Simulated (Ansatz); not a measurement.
# Screening in GeH5CI3N2 (CH(NH2)2GeI3)

Aim: the electronic dielectric constant of GeH5CI3N2 (CH(NH2)2GeI3) by perturbation theory and the RPA step of G0W0.

Program: Ansatz 0.2.0. Level of theory: linear response on PBE, plane waves, PAW. Results are calculated unless marked as measured.

The structure was built from a prototype and need not be the compound's stable phase.

In doubt: the program warns that the response may not be converged on this k-mesh (step 2), which bears on dielectric and field responses.

## 1. Starting point

The cell holds 12 atoms: 1 C, 5 H, 2 N, 1 Ge and 3 I. Its edges and angles: a = 6.267 Å, b = 6.256 Å, c = 6.189 Å, α = 95.4°, β = 81.9°, γ = 96.5°. It derives from C1Ge1H5I3N2.

The structure was relaxed with PBE-D3(BJ). The runs that relaxed it are not among those shown. Spin-orbit coupling is left out unless a step names it.

## 2. Response to a homogeneous field

The response to a uniform field gives ε∞, a yardstick for the screening that GW builds on its mesh.

This step: dielectric response by perturbation theory, PBE, plane waves, PAW; PAW set soft_1.

Contents of input.yaml:

```yaml
crystal:
  lattice:
    - [6.2426137081, -0.3443275199, 0.4347831511]
    - [-0.3443275199, 6.2402452605, -0.2809554538]
    - [0.4347831511, -0.2809554538, 6.167609325]
  atoms:
    - { symbol: C, position: [-0.0492809021, 0.9526303513, 0.0035782316] }
    - { symbol: H, position: [-0.1702687633, 0.8124871798, 0.0144984382] }
    - { symbol: "N", position: [0.9282474159, 0.0968389941, 0.8696992283] }
    - { symbol: "N", position: [0.1078122436, -0.0347414838, 0.1247833199] }
    - { symbol: H, position: [0.8054394521, 1.0719696822, -0.2256096269] }
    - { symbol: H, position: [0.1103539889, 0.8485623988, 0.2291842558] }
    - { symbol: H, position: [1.0348900245, 0.2315550375, 0.8495162952] }
    - { symbol: H, position: [0.2267996913, 0.0914858156, 1.121637322] }
    - { symbol: Ge, position: [0.545235766, 0.4425746641, 0.5334087402] }
    - { symbol: I, position: [0.4580414767, 0.4824488501, -0.0157041641] }
    - { symbol: I, position: [0.5123656971, -0.0020323141, 0.4973282727] }
    - { symbol: I, position: [-0.0106998495, 0.5205528182, 0.4949196644] }
kpoints:
  mp_grid: { grid: [4, 4, 4] }
hamiltonian:
  xc: pbe
  pseudopotentials: { kind: paw, azcp: { folder: soft_1 } }
scf:
  occupations: { method: fixed }
dielectric: {}
```

Launch:

```console
ansatz run input.yaml --threads 2 --pin off --max-ram 92160MiB --backend cuda --events-out ev --progress --plain --runs-dir out --devices 1 --max-vram 13GiB
```

Numbers of over 12 decimals in the logs are rounded to 6 here.

The log of the run:

```text
GPUs: using 1 of 1 available (devices: 1).
Engine: ansatz 0.2.0, x86_64-unknown-linux-gnu
Pseudopotentials: kind: paw
Pseudopotential: C, paw, valence charge 4, recommended cutoff 420 eV (normal), soft_1/C.paw.azcp
Pseudopotential: H, paw, valence charge 1, recommended cutoff 420 eV (normal), soft_1/H.paw.azcp
Pseudopotential: N, paw, valence charge 5, recommended cutoff 420 eV (normal), soft_1/N.paw.azcp
Pseudopotential: Ge, paw, valence charge 14, recommended cutoff 420 eV (normal), soft_1/Ge.paw.azcp
Pseudopotential: I, paw, valence charge 17, recommended cutoff 420 eV (normal), soft_1/I.paw.azcp
Functional definition: PBE
  parameter kappa = 0.804
  parameter beta = 0.066725
  exchange = pbe_x(kappa = kappa, mu = beta*pi^2/3)
  correlation = pbe_c(beta = beta)
device memory: the entry about to start is reckoned to put 2.9 GiB on a device that reports 54.5 GiB free (of which the cap on the GPU budget leaves the run 13.0 GiB)
GPU FFT provider: cuFFT
GPU libraries: cuBLAS 13.8.2, cuFFT 12.4.0, cuSOLVER 12.3.4
Crystal: 12 atoms, lattice volume = 237.942 Å³
Basis set: ecut = 420 eV, 4659 PW (Γ), exchange–correlation on 90×90×90 points (8 copies of the dense FFT grid, shifted against one another)
Bands: 54, of which v1, the nominal top of the filled ones, is band 42 counted from 1 (41 counted from 0)
Symmetry: 1 space group operations
k-points: 36 of 64 (time reversal used)
Non-local potential: C, projectors of the file, l = 0: 2, l = 1: 2, l = 2: 1
Non-local potential: H, projectors of the file, l = 0: 2, l = 1: 1
Non-local potential: N, projectors of the file, l = 0: 2, l = 1: 2, l = 2: 1
Non-local potential: Ge, projectors of the file, l = 0: 2, l = 1: 2, l = 2: 3, l = 3: 1
Non-local potential: I, projectors of the file, l = 0: 2, l = 1: 2, l = 2: 2, l = 3: 1
PAW form: soft (Blöchl's): semilocal exchange-correlation on the pseudo side does not see the compensation charge
PAW one-centre angular grid: C, 110 points (default); XC on 64 Gauss nodes
PAW one-centre angular grid: H, 110 points (default); XC on 64 Gauss nodes
PAW one-centre angular grid: N, 110 points (default); XC on 64 Gauss nodes
PAW one-centre angular grid: Ge, 590 points (default); XC on 64 Gauss nodes
PAW one-centre angular grid: I, 590 points (default); XC on 64 Gauss nodes
Initial density: superposition of atomic densities (chi_scale 0.1, normalization cell), built separately for each of the 2 bonded fragments (scf.initial_density.interfragment_charge_transfer: auto; true builds it for the cell as a whole; a typed value also counts as a typed key of the start: scf.initial_density.chi_scale says what that changes, if anything)
Initial wavefunctions: pseudopotential atomic-orbital guess
GPU buffer pool allocated for 91125 grid points (all kernels)
GPU transforms: local potential and band sums: pruned to the plane-wave sphere, on 45×45×45
Functional: x = pbe(κ = 0.804, μ = 0.219515), c = pbe(β = 0.066725)
SCF iter   1: F=—  HF=-27938.839122 eV  |F-HF|=—  |Δ(HF+E_count)|=         —  Δρ=6.61e-2  dr2=9.83e0  ethr=3.10e-3  ⟨swp⟩=5.4  Hψ=6645  notcnv=0  defer=343
preconditioner: auto → Resta (q_TF=auto, 2.294 Å⁻¹)  ε∞=2.8  [insulator: Δε(μ)=1.208 eV  Ē_g=11.250 eV  n_scr=50 (ndim 8)  ℏωp=15.2 eV  f_vac=0.077  ε∞_Penn≈2.8]
SCF iter   2: F=—  HF=-27936.237047 eV  |F-HF|=—  |Δ(HF+E_count)|=    2.60e0  Δρ=2.87e-2  dr2=1.21e0  ethr=3.10e-3  ⟨swp⟩=3.0  Hψ=3514  notcnv=0  defer=325
SCF iter   3: F=—  HF=-27935.986850 eV  |F-HF|=—  |Δ(HF+E_count)|=   2.50e-1  Δρ=1.09e-2  dr2=2.04e-1  ethr=1.44e-3  ⟨swp⟩=2.0  Hψ=2923  notcnv=0  defer=349
SCF iter   4: F=—  HF=-27935.966626 eV  |F-HF|=—  |Δ(HF+E_count)|=   2.02e-2  Δρ=2.41e-3  dr2=1.28e-2  ethr=2.43e-4  ⟨swp⟩=2.7  Hψ=2571  notcnv=0  defer=360
SCF iter   5: F=—  HF=-27935.972324 eV  |F-HF|=—  |Δ(HF+E_count)|=   5.70e-3  Δρ=7.64e-4  dr2=1.48e-3  ethr=1.52e-5  ⟨swp⟩=2.4  Hψ=2972  notcnv=0  defer=360
SCF iter   6: F=—  HF=-27935.974387 eV  |F-HF|=—  |Δ(HF+E_count)|=   2.06e-3  Δρ=2.91e-4  dr2=2.40e-4  ethr=1.77e-6  ⟨swp⟩=2.0  Hψ=2739  notcnv=0  defer=360
SCF iter   7: F=—  HF=-27935.974390 eV  |F-HF|=—  |Δ(HF+E_count)|=   2.95e-6  Δρ=8.01e-5  dr2=1.78e-5  ethr=2.86e-7  ⟨swp⟩=2.0  Hψ=2664  notcnv=0  defer=359
SCF iter   8: F=—  HF=-27935.974335 eV  |F-HF|=—  |Δ(HF+E_count)|=   5.47e-5  Δρ=3.83e-5  dr2=4.55e-6  ethr=2.12e-8  ⟨swp⟩=2.0  Hψ=2650  notcnv=0  defer=325
SCF iter   9: F=—  HF=-27935.974534 eV  |F-HF|=—  |Δ(HF+E_count)|=   2.00e-4  Δρ=2.06e-5  dr2=1.08e-6  ethr=5.42e-9  ⟨swp⟩=2.0  Hψ=2509  notcnv=0  defer=317
SCF iter  10: F=—  HF=-27935.974535 eV  |F-HF|=—  |Δ(HF+E_count)|=   3.22e-7  Δρ=4.27e-6  dr2=6.17e-8  ethr=1.28e-9  ⟨swp⟩=2.0  Hψ=2431  notcnv=0  defer=317
SCF iter  11: F=—  HF=-27935.974535 eV  |F-HF|=—  |Δ(HF+E_count)|=   1.43e-7  Δρ=1.58e-6  dr2=9.38e-9  ethr=7.35e-11  ⟨swp⟩=2.0  Hψ=2650  notcnv=0  defer=317
SCF iter  12: F=—  HF=-27935.974535 eV  |F-HF|=—  |Δ(HF+E_count)|=   3.05e-8  Δρ=3.44e-7  dr2=4.14e-10  ethr=1.12e-11  ⟨swp⟩=2.0  Hψ=2650  notcnv=0  defer=317
SCF iter  13: F=-27935.974535 eV  HF=-27935.974535 eV  |F-HF|=2.18e-11  |Δ(HF+E_count)|=  9.68e-10  Δρ=1.48e-7  dr2=6.49e-11  ethr=1.00e-12  ⟨swp⟩=16.0  Hψ=10852  notcnv=0
SCF 1 converged in 13 iterations: F = -27935.974535 eV  dr2 = 6.49e-11
  greatest PAW one-centre occupation: 0.999 electrons in one spin orbital (limit 2), on the I atom at site 9 (counted from 0), in its partial waves of l = 2
the response reads at least the filled bands of the reference SCF and the lowest empty band at each k-point, and that SCF's band table does not vouch for those bands. The notice of the band table in this run's record says why
device memory: the entry about to start is reckoned to put 0.1 GiB (of the 0.2 GiB reckoned in all, the device holds 0.1 GiB already) on a device that reports 54.4 GiB free (of which the cap on the GPU budget leaves the run 12.9 GiB)
device memory: the entry about to start is reckoned to put 2.3 GiB (of the 2.5 GiB reckoned in all, the device holds 0.1 GiB already) on a device that reports 54.3 GiB free (of which the cap on the GPU budget leaves the run 12.8 GiB)
DFPT response loops at Γ: preconditioner auto → Resta (q_TF=auto, 2.294 Å⁻¹)  ε∞=6.2 (no band partly filled); β = 1.00, the filter's whole step (`scf.mixing.beta` (0.50) is not read by the response loops at its default; to damp them type it under 1.00, their step now; it binds the ground state too); Broyden in place of MSR1
── the response to a field inside a basis, on 10×10×10 k-points: an SCF that follows is theirs, and a resumed run solves both again ──
device memory: the entry about to start is reckoned to put 3.3 GiB on a device that reports 33.7 GiB free (of which the cap on the GPU budget leaves the run 12.8 GiB)
GPU FFT provider: cuFFT
GPU libraries: cuBLAS 13.8.2, cuFFT 12.4.0, cuSOLVER 12.3.4
Bands: 43, of which v1, the nominal top of the filled ones, is band 42 counted from 1 (41 counted from 0)
k-points: 500 of 1000 (time reversal used)
Initial density: handed on by an earlier stage of this run
Initial wavefunctions: pseudopotential atomic-orbital guess (no wavefunctions were taken with the density)
GPU buffer pool allocated for 91125 grid points (all kernels)
GPU transforms: band sums: pruned to the plane-wave sphere, on 45×45×45
Eigensolver: Dense (500 Hₖ)
SCF iter   1: F=—  HF=-27935.840222 eV  |F-HF|=—  |Δ(HF+E_count)|=         —  Δρ=3.67e-4  dr2=1.58e-4  ethr=1.00e-1
preconditioner: auto → Resta (q_TF=auto, 2.294 Å⁻¹)  ε∞=4.6  [insulator: Δε(μ)=1.600 eV  Ē_g=8.068 eV  n_scr=50 (ndim 8)  ℏωp=15.2 eV  f_vac=0.125  ε∞_Penn≈4.6]
SCF iter   2: F=—  HF=-27935.840317 eV  |F-HF|=—  |Δ(HF+E_count)|=   9.54e-5  Δρ=2.04e-4  dr2=5.68e-5  ethr=1.88e-7
SCF iter   3: F=—  HF=-27935.840362 eV  |F-HF|=—  |Δ(HF+E_count)|=   4.47e-5  Δρ=2.51e-5  dr2=1.91e-6  ethr=6.76e-8
SCF iter   4: F=—  HF=-27935.840363 eV  |F-HF|=—  |Δ(HF+E_count)|=   1.49e-6  Δρ=1.07e-5  dr2=3.19e-7  ethr=2.27e-9
SCF iter   5: F=-27935.840363 eV  HF=-27935.840363 eV  |F-HF|=4.23e-8  |Δ(HF+E_count)|=   2.29e-7  Δρ=5.85e-6  dr2=8.44e-8  ethr=3.79e-10
SCF 1 converged in 5 iterations: F = -27935.840363 eV  dr2 = 8.44e-8
  greatest PAW one-centre occupation: 0.999 electrons in one spin orbital (limit 2), on the I atom at site 11 (counted from 0), in its partial waves of l = 2
device memory: the entry about to start is reckoned to put 0.1 GiB (of the 3.0 GiB reckoned in all, the device holds 2.9 GiB already) on a device that reports 35.4 GiB free (of which the cap on the GPU budget leaves the run 10.6 GiB)
DFPT response loops at Γ: preconditioner auto → Resta (q_TF=auto, 2.294 Å⁻¹)  ε∞=6.1 (no band partly filled); β = 1.00, the filter's whole step (`scf.mixing.beta` (0.50) is not read by the response loops at its default; to damp them type it under 1.00, their step now; it binds the ground state too); Broyden in place of MSR1
WARN: field response: inside a basis, on 10×10×10 points, no mesh in reach settles it: take ε∞, Z* and everything formed from them with what they may err, as stated (eps_inf_uncertainty, zstar_uncertainty_e), and compare with field_mesh: kpoints on a denser kpoints.mp_grid
SCF converged after 13 iterations
Free energy (F): -27935.974535 eV
Harris-Foulkes:  -27935.974535 eV  (|F-HF|=2.18e-11)
Internal energy: -27935.974535 eV  (E = F + TS)
E sigma→0 (E₀):  -27935.974535 eV
Fermi energy:    3.484548 eV
--- Per-component energies (eV) ---
  E_band       = -1575.252398
  E_kinetic    = 982.182440
  E_local      = -10863.014940  (includes V_loc(G=0)·N_el)
  E_nonlocal   = 654.533299
  E_hartree    = 4813.517707
  E_xc         = -602.009155
  E_vxc        = -658.405233  (∫ρ·V_xc dr)
  E_paw        = -16717.724006  (= ΣΔE_a)
  E_vpaw       = -1317.572205  (= ΣTr[D̂ρ^β])
  E_aug_tail   = -0.010719  (compensation charges beyond the density's cutoff)
  E_ewald      = -6203.449161
  E_smearing   = -0.000000  (= −TS)
  E_closure    = -0.000000  (closes the sum)
  Σ components = -27935.974535   (vs F -27935.974535, Δ=0.00e0)
--- Band table (eV; the first three rows and the last of 36) ---
  k-point 0: bands = [... 38 lower, 2.2234, 2.4260, 2.5651, 2.6699, 6.4918, 6.8284, 7.5660, 7.6973, ... 8 higher]
  k-point 1: bands = [... 38 lower, 2.1987, 2.3082, 2.4831, 2.5520, 6.5213, 6.7528, 7.3648, 7.9597, ... 8 higher]
  k-point 2: bands = [... 38 lower, 2.0223, 2.1360, 2.4990, 2.8468, 5.9749, 6.5471, 7.3064, 8.1397, ... 8 higher]
  k-point 35: bands = [... 38 lower, 2.6058, 2.8506, 2.8823, 3.4845, 5.0625, 5.3958, 5.6285, 6.5991, ... 8 higher]
--- Dielectric response (ions clamped): 3 representative field directions + reference, inside a basis on a mesh of 1000 k-points (Σ response iterations 24) ---
  ε∞ (high-frequency dielectric tensor):
        5.021083     0.126043    -0.027444
        0.126043     5.170396    -0.085912
       -0.027444    -0.085912     5.096137
  Born effective charges Z* (e; rows j = field, columns β = displacement):
    site 0:
         1.01336   -0.49058    0.86768
        -0.53857    0.72815   -0.67473
         0.83229   -0.64919    1.59403
    site 1:
         0.23206    0.12035   -0.01448
         0.13847    0.27271    0.05019
         0.02863    0.08498    0.17751
    site 2:
        -0.84645    0.48791   -0.65159
         0.12839   -0.94964    0.40591
        -0.36267    0.68300   -1.28238
    site 3:
        -1.23039   -0.13850   -0.35717
         0.31050   -0.83935    0.47362
        -0.63893    0.21080   -1.28214
    site 4:
         0.69445   -0.04951    0.40243
        -0.17545    0.25761   -0.03435
         0.45993    0.08216    0.61752
    site 5:
         0.35298    0.03398   -0.13164
        -0.00132    0.79975   -0.33879
        -0.05903   -0.38728    0.72322
    site 6:
         0.49384    0.01451    0.04179
         0.11539    0.45511   -0.03718
        -0.08567   -0.11239    0.35943
    site 7:
         0.56590    0.25954   -0.07852
         0.18122    0.50932    0.01674
        -0.10504   -0.07314    0.38805
    site 8:
         2.65750    0.32588   -0.35466
         0.32663    2.91405    0.18168
        -0.40794    0.20158    2.70648
    site 9:
        -0.61154   -0.19910    0.36650
        -0.17615   -0.57902   -0.15817
         0.16512    0.00797   -2.90846
    site 10:
        -0.49621   -0.16950   -0.12984
         0.04783   -3.00206   -0.02878
        -0.12473   -0.22458   -0.56160
    site 11:
        -2.82549   -0.19499    0.03949
        -0.35694   -0.56662    0.14386
         0.29804    0.17609   -0.53166
  Z* charge neutrality: 1.209e-2 e pre-enforcement
  solved inside a basis spanned on kpoints, on 10×10×10 k-points, which do not settle them: ε∞ is read to err by 4.6e-2, Z* by 3.7e-2 e (field_mesh: kpoints solves on kpoints); Z* is corrected for what the basis lacks
```

Elapsed: 3.9 min, on 1 × NVIDIA H100 80GB HBM3 (shared by 6 runs) with 2 threads of AMD EPYC 7R13 (Zen 3), shared host; peak memory 19 GiB; 6.8 min of CPU time.

The column dr2 measures how far the density is from self-consistency, as an energy; F and HF (Harris–Foulkes) agree once it is small.

Numbers from this step:

```yaml
stated_error_of_eps_infinity: 0.046
```

One over ε∞ averages 0.20, somewhat under the quarter of exact exchange in PBE0.

High-frequency dielectric tensor:

```
 5.02  0.13 -0.03
 0.13  5.17 -0.09
-0.03 -0.09  5.10
```

Born effective charge (e), principal values of the symmetric part by kind of site:

| atom | atoms with these values | low | middle | high | mean |
| --- | --- | --- | --- | --- | --- |
| C1 | 1 | 0.34 | 0.42 | 2.58 | 1.11 |
| H2 | 1 | 0.10 | 0.19 | 0.40 | 0.23 |
| N3 | 1 | -1.99 | -0.59 | -0.50 | -1.03 |
| N4 | 1 | -1.85 | -0.92 | -0.58 | -1.12 |
| H5 | 1 | 0.14 | 0.33 | 1.09 | 0.52 |
| H6 | 1 | 0.31 | 0.44 | 1.13 | 0.63 |
| H7 | 1 | 0.32 | 0.43 | 0.56 | 0.44 |
| H8 | 1 | 0.30 | 0.39 | 0.78 | 0.49 |
| Ge9 | 1 | 2.13 | 3.00 | 3.15 | 2.76 |
| I10 | 1 | -2.94 | -0.77 | -0.38 | -1.37 |
| I11 | 1 | -3.01 | -0.65 | -0.40 | -1.35 |
| I12 | 1 | -2.87 | -0.66 | -0.39 | -1.31 |

In full for I10:

```
-0.61 -0.20  0.37
-0.18 -0.58 -0.16
 0.17  0.01 -2.91
```

## 3. RPA screening from the G0W0 run

Now the one-shot GW correction: screening in the RPA, then the self-energy of the levels asked for. This step takes PAW set soft_1 files.

This step: G0W0 on PBE, plane waves, PAW; PAW set soft_1.

Edit input.yaml of step 2 so:

```diff
@@ -25,2 +25,7 @@
   occupations: { method: fixed }
-dielectric: {}
+gw:
+  n_empty_bands: 800
+  ecut_chi: 130.0
+  qp_bands: [v4, c4]
+  qp_kpoints: band_edges
+  screening: { model: contour_deformation }
```

The log of the run:

```text
GPUs: using 1 of 1 available (devices: 1).
[...]
GPU FFT provider: cuFFT
GPU libraries: cuBLAS 13.8.2, cuFFT 12.4.0, cuSOLVER 12.3.4
Crystal: 12 atoms, lattice volume = 237.942 Å³
Basis set: ecut = 420 eV, 4659 PW (Γ)
Bands: 54, of which v1, the nominal top of the filled ones, is band 42 counted from 1 (41 counted from 0)
[... 1 set-up line as in the run before ...]
[...]
k-points: 36 of 64 (time reversal used)
[...]
0    46      7.6973    -7.3550    -4.0558   -11.7684  0.7451     8.0597     8.0549  root
[...]
35    43      5.0625    -8.4351    -3.2005   -11.8098  0.7671     5.2372     5.2367  root
    35    44      5.3958    -7.8795    -3.3802   -11.5018  0.7684     5.6391     5.6379  root
    35    45      5.6286    -7.8571    -3.4225   -11.5238  0.7673     5.8740     5.8727  root
    35    46      6.5992    -9.0121    -4.2893   -14.6223  0.7596     7.9763     7.9200  root
[key lines of the parts left out:]
SCF converged after 10 iterations
Free energy (F): -27935.974601 eV
Fermi energy:    3.484565 eV
```

Wall time 6.7 min (1 × NVIDIA H100 80GB HBM3 (shared by 6 runs) with 2 threads); peak memory 7.5 GiB.

Numbers from this step:

```yaml
bands_summed: 842
rpa_eps_infinity_on_this_mesh_eigenvalues: 4.958, 5.115, 5.507
plane_waves_in_the_screening_matrix: 809
g0w0_gap_on_the_mesh: 2.432 eV
k_of_the_valence_top: -0.5, -0.5, -0.5
k_of_the_conduction_bottom: -0.5, -0.5, -0.5
starting_gap_on_the_mesh: 1.578 eV
least_direct_g0w0_gap_on_the_computed_points: 2.432 eV
```

The gap on the mesh goes from 1.58 eV to 2.43 eV, a correction of +0.85 eV. Between the two edge states, bare exchange in place of the xc potential would open the gap by 4.60 eV, and correlation takes back 3.74 eV.

Mean over the mesh in bins of 0.25 1/Å. Table of static inverse dielectric function, diagonal by length of q+G:

| length of q+G (Å⁻¹) | static inverse dielectric function, diagonal |
| --- | --- |
| 0.30 | 0.264 |
| 0.52 | 0.321 |
| 0.78 | 0.393 |
| 1.02 | 0.464 |
| 1.27 | 0.532 |
| 1.51 | 0.599 |
| 1.76 | 0.662 |
| 2.01 | 0.717 |
| 2.26 | 0.763 |
| 2.51 | 0.800 |
| 2.76 | 0.831 |
| 3.01 | 0.857 |
| 3.25 | 0.879 |
| 3.50 | 0.900 |
| 3.75 | 0.917 |
| 4.00 | 0.931 |
| 4.25 | 0.943 |
| 4.50 | 0.953 |
| 4.75 | 0.961 |
| 5.00 | 0.968 |
| 5.25 | 0.974 |
| 5.50 | 0.979 |
| 5.73 | 0.983 |

## 4. The values together

Times are wall times on 1 × NVIDIA H100 80GB HBM3 (shared by 6 runs) with 2 threads of AMD EPYC 7R13 (Zen 3), shared host, good to a factor of about two.

| method | mesh | ε∞, low | middle | high | mean | time |
| --- | --- | --- | --- | --- | --- | --- |
| perturbation theory (local fields and xc kernel) | 4×4×4 (response on 1000 points) | 4.95 | 5.06 | 5.28 | 5.10 | 3.9 min |
| RPA with local fields, on the GW mesh | 4×4×4 | 4.96 | 5.12 | 5.51 | 5.19 | 6.7 min |

## 5. Summary of results

```json
{
 "perturbation theory (local fields and xc kernel)": "4.95, 5.06, 5.28",
 "RPA with local fields, on the GW mesh": "4.96, 5.12, 5.51"
}
```

In words: Mean Born effective charge: C1 1.11, H2 0.23, N3 -1.03, N4 -1.12, H5 0.52, H6 0.63 e. The RPA values on the 4×4×4 mesh average 1.02 times those of perturbation theory (means 5.19 and 5.10). Without the xc kernel RPA should lie a little lower; it lies higher here. Perturbation theory sums its response on a denser mesh of its own, so the coarser sum of the GW run is the likely cause. PBE usually puts the gap too low, which tends to raise ε∞. Ions are clamped, so the lattice part of the static constant is not in these numbers.

[Paths, hosts, dates, memory and timing lines, banners, echoed tables and standing remarks are left out of the program output.]

[Logs are printed without paths, hosts, clocks, repeated set-up lines and the standing remarks that a program may print on its own settings, such as how far it seeks lower states.]

[Runs of the session that timed out or met a known fault of the program may be left out.]

[Cells called generated may have been cut or substituted from an entry of the Crystallography Open Database or the Materials Project.]

[Hosts, paths, dates, database ids (printed as entryN), source tags and the programs' standing remarks are cut or masked in the printed files.]
